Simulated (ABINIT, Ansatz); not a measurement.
# Sr3BiN (Pm-3m): G0W0 on several meshes in ABINIT

How does the mesh move the gap of Sr3BiN (Pm-3m)?

Calculated with ABINIT 10.8.3; LDA and many-body steps on it, plane waves.

This is a report of a sequence of runs, with most program output left out.

**1. The structure**

Symmetry: Pm-3m, No. 221, cubic system. Conventional cell: a = 5.235 Å, b = 5.235 Å, c = 5.235 Å, α = 90.00°, β = 90.00°, γ = 90.00°. Nearest to Sr lie 2 N at 2.62 Å. Nearest to Bi lie 12 Sr at 3.70 Å. Nearest to N lie 6 Sr at 2.62 Å. Farther neighbours and most contacts between anions are not listed.

As a file:

```cif
data_structure
_symmetry_space_group_name_H-M 'Pm-3m'
_symmetry_Int_Tables_number 221
_cell_length_a 5.2349
_cell_length_b 5.2349
_cell_length_c 5.2349
_cell_angle_alpha 90.000
_cell_angle_beta 90.000
_cell_angle_gamma 90.000
_cell_volume 143.46
loop_
_atom_site_label
_atom_site_type_symbol
_atom_site_symmetry_multiplicity
_atom_site_Wyckoff_symbol
_atom_site_fract_x
_atom_site_fract_y
_atom_site_fract_z
_atom_site_occupancy
Sr1 Sr 3 c 0.50000 0.50000 0.00000 1
Bi1 Bi 1 a 0.00000 0.00000 0.00000 1
N1 N 1 b 0.50000 0.50000 0.50000 1
```

The cell and positions are those that the Materials Project relaxed with its own functionals (PBE, PBE+U or r2SCAN), kept fixed. Spin-orbit coupling is left out unless a step names it.

**2. Empty states on the mesh, 2×2×2 mesh, 501 bands**

This step: ABINIT 10.8.3; DFT, LDA, plane waves, norm-conserving pseudopotentials.

The sums over transitions need many empty states on a uniform mesh; this step solves for them.

run.abi

```
acell 3*1.0 Angstrom
rprim 
  5.234939930000 0.000000000000 0.000000000000
  0.000000000000 5.234939930000 0.000000000000
  0.000000000000 0.000000000000 5.234939930000
ntypat 3
znucl 38 83 7
natom 5
typat 1 1 1 2 3
xred 
  0.500000000000 0.500000000000 0.000000000000
  0.000000000000 0.500000000000 0.500000000000
  0.500000000000 0.000000000000 0.500000000000
  0.000000000000 0.000000000000 0.000000000000
  0.500000000000 0.500000000000 0.500000000000
pp_dirpath "pseudos"
pseudos "Sr.upf, Bi.upf, N.upf"
ecut 36
ngkpt 2 2 2
nshiftk 1
shiftk 0 0 0
kptopt 1
chksymbreak 0
iscf -2
irdden 1
istwfk *1
nband 501
nbdbuf 44
tolwfr 1e-09
nstep 60
prtvol 0
indata_prefix "in"
outdata_prefix "out"
tmpdata_prefix "tmp"
```

Started as:

```console
> OMP_NUM_THREADS=1 mpirun -n 8 abinit run.abi > log
```

Wall time 7.9 min (8 MPI ranks of Arm Neoverse V1, shared host); peak memory 1 GiB.

Numbers from this step:

- gap: 0.2585 eV
- k of the valence top: 0, 0, 0
- k of the conduction bottom: 0, 0, 0
- least direct gap: 0.2585 eV
- k points computed: 4
- lowest point of the top converged band, above the valence top: 109.1438 eV

On this mesh the gap is 0.259 eV.

The density comes from a self-consistent run that is not shown.

**3. Screening, 2×2×2 mesh, 203 bands, screening to 141.5 eV**

The RPA dielectric matrix is built and inverted for each q.

This step: RPA screening on LDA, plane waves, norm-conserving pseudopotentials.

run.abi, as its differences from that of step 2:

```diff
@@ -23,10 +23,11 @@
 chksymbreak 0
-iscf -2
-irdden 1
 istwfk *1
-nband 501
-nbdbuf 44
-tolwfr 1e-09
-nstep 60
-prtvol 0
+occopt 1
+irdwfk 1
+optdriver 3
+nband 203
+ecuteps 5.2
+inclvkb 2
+awtr 1
+symchi 1
 indata_prefix "in"
```

The job ended after 41 s (8 MPI ranks; peak memory 3 GiB).

Numbers from this step:

| Quantity | Value |
| --- | --- |
| ε∞ with local fields, on this mesh, along the program's q direction | 763.5 |
| the same without local fields | 877.5 |
| plasma frequency | 23.61 eV |
| plane waves in the screening matrix | 515 |

Local fields lower ε∞ by 13 %. The value itself is an artefact of the mesh, where one narrow direct gap carries too much weight.

**4. 2×2×2**

The self-energy is evaluated for the states that the input lists, and the levels follow from it, in one-shot runs by the linearised quasiparticle equation.

This step: G0W0 on LDA, plane waves, norm-conserving pseudopotentials.

run.abi, as its differences from that of step 3:

```diff
@@ -26,8 +26,15 @@
 irdwfk 1
-optdriver 3
+optdriver 4
 nband 203
+gwcalctyp 0
+ecutsigx 36
+symsigma 1
+nkptgw 1
+kptgw 
+  0.0000000000 0.0000000000 0.0000000000
+bdgw 
+  27 31
 ecuteps 5.2
-inclvkb 2
-awtr 1
-symchi 1
+irdscr 1
+ppmodel 1
 indata_prefix "in"
```

The job ended after 11 s (8 MPI ranks; peak memory 2.4 GiB).

This step gave:

```yaml
g0w0_gap_on_the_points_computed: 0.4710 eV
starting_gap_on_the_mesh: 0.2585 eV
k_of_the_valence_top: 0, 0, 0
k_of_the_conduction_bottom: 0, 0, 0
z_at_the_valence_top: 0.75
z_at_the_conduction_bottom: 0.81
least_direct_g0w0_gap_on_the_computed_points: 0.4710 eV
```

The gap on the mesh goes from 0.26 eV to 0.47 eV, a correction of +0.21 eV.

**5. Empty states on the mesh, 4×4×4 mesh, 223 bands**

This step: DFT, LDA, plane waves, norm-conserving pseudopotentials.

run.abi, as its differences from that of step 4:

```diff
@@ -18,3 +18,3 @@
 ecut 36
-ngkpt 2 2 2
+ngkpt 4 4 4
 nshiftk 1
@@ -23,18 +23,10 @@
 chksymbreak 0
+iscf -2
+irdden 1
 istwfk *1
-occopt 1
-irdwfk 1
-optdriver 4
-nband 203
-gwcalctyp 0
-ecutsigx 36
-symsigma 1
-nkptgw 1
-kptgw 
-  0.0000000000 0.0000000000 0.0000000000
-bdgw 
-  27 31
-ecuteps 5.2
-irdscr 1
-ppmodel 1
+nband 223
+nbdbuf 20
+tolwfr 1e-09
+nstep 60
+prtvol 0
 indata_prefix "in"
```

Elapsed: 3.4 min, on 8 MPI ranks; peak memory 0.92 GiB; 27 min of CPU time.

This step gave:

- gap: 0.2585 eV
- k of the valence top: 0, 0, 0
- k of the conduction bottom: 0, 0, 0
- least direct gap: 0.2585 eV
- k points computed: 10
- lowest point of the top converged band, above the valence top: 54.7735 eV

On this mesh the gap is 0.259 eV.

**6. Screening, 4×4×4 mesh, 203 bands, screening to 141.5 eV**

This step: RPA screening on LDA, plane waves, norm-conserving pseudopotentials.

run.abi, as its differences from that of step 5:

```diff
@@ -23,10 +23,11 @@
 chksymbreak 0
-iscf -2
-irdden 1
 istwfk *1
-nband 223
-nbdbuf 20
-tolwfr 1e-09
-nstep 60
-prtvol 0
+occopt 1
+irdwfk 1
+optdriver 3
+nband 203
+ecuteps 5.2
+inclvkb 2
+awtr 1
+symchi 1
 indata_prefix "in"
```

It took 5.8 min on 8 MPI ranks; peak memory 5.9 GiB.

This step gave:

| Item | Value |
| --- | --- |
| ε∞ with local fields, on this mesh, along the program's q direction | 114.5 |
| the same without local fields | 119.9 |
| plasma frequency | 23.61 eV |
| plane waves in the screening matrix | 515 |

**7. 4×4×4**

This step: G0W0 on LDA, plane waves, norm-conserving pseudopotentials.

run.abi, as its differences from that of step 6:

```diff
@@ -26,8 +26,15 @@
 irdwfk 1
-optdriver 3
+optdriver 4
 nband 203
+gwcalctyp 0
+ecutsigx 36
+symsigma 1
+nkptgw 1
+kptgw 
+  0.0000000000 0.0000000000 0.0000000000
+bdgw 
+  27 31
 ecuteps 5.2
-inclvkb 2
-awtr 1
-symchi 1
+irdscr 1
+ppmodel 1
 indata_prefix "in"
```

Elapsed: 21 s, on 8 MPI ranks; peak memory 4.8 GiB.

Numbers from this step:

- G0W0 gap on the points computed: 0.5040 eV
- starting gap on the mesh: 0.2585 eV
- k of the valence top: 0, 0, 0
- k of the conduction bottom: 0, 0, 0
- Z at the valence top: 0.748
- Z at the conduction bottom: 0.798
- least direct G0W0 gap on the computed points: 0.5040 eV

Against G0W0 in ABINIT (2×2×2 mesh, 203 bands, screening to 141.5 eV, Godby-Needs plasmon pole), the gap moves by +0.033 eV.

**8. The runs together**

Times are wall times on 8 MPI ranks of Arm Neoverse V1, shared host, good to a factor of about two. A run's time includes the screening step that it read.

| run | mesh | bands | screening cutoff (eV) | DFT gap (eV) | gap on the mesh (eV) | direct (eV) | ε∞ used | time |
| --- | --- | --- | --- | --- | --- | --- | --- | --- |
| 2×2×2 | 2×2×2 | 203 | 141.5 | 0.259 | 0.471 | 0.471 | 763.46 | 52 s |
| 4×4×4 | 4×4×4 | 203 | 141.5 | 0.259 | 0.504 | 0.504 | 114.51 | 6.2 min |

**9. What came out**

| Property | Result |
| --- | --- |
| 2×2×2 | 0.471 eV |
| 4×4×4 | 0.504 eV |
| known limits | not at the basis limit; model gap, bands may invert with spin-orbit coupling; screening runs away on this mesh; no spin-orbit coupling; coarse k mesh |

**Reading.** 4×4×4: +0.033 eV against 2×2×2. Bands and cutoff are finite, so the gap is not at the basis limit. The miss can reach some tenths of an eV and take either sign; the mesh is an error of its own. In the G0W0 runs levels were corrected at 1 k point alone, so a gap called «on the mesh» is the least over those, and an edge elsewhere would be missed. The 2×2×2 mesh is coarse for this cell, which bears on the long-range parts of exchange and screening. Where an edge is built on 6p states of lead, bismuth or thallium, scalar-relativistic gaps usually stand too wide, by a few tenths to over one eV. With atoms this heavy and so narrow a gap, spin-orbit coupling can invert the bands. These scalar-relativistic gaps are then model values, not to be set against experiment, and a spin-orbit change taken from DFT can't simply be added. On this mesh the RPA ε∞ passes 90, more than nearly any semiconductor shows; a coarse mesh does this where one point with a narrow direct gap carries much weight. The screening is then too strong, and the G0W0 gap should not be taken as the material's.

[Paths, hosts, dates, memory and timing lines, banners, echoed tables and standing remarks are left out of the program output.]

[Logs are printed without paths, hosts, clocks, repeated set-up lines and the standing remarks that a program may print on its own settings, such as how far it seeks lower states.]

[Runs of the session that timed out or met a known fault of the program may be left out.]

[Hosts, paths, dates, database ids (printed as entryN), source tags and the programs' standing remarks are cut or masked in the printed files.]

[G0W0 gaps are taken among the corrected bands and points alone; a level outside them can change the order at an edge.]

[Where Ansatz stands beside ABINIT at settings called matched, ABINIT's density can come from a denser mesh and the files from another edition; pairs whose starting gaps differed by over 0.03 eV were left out, so agreement reads better than it is.]
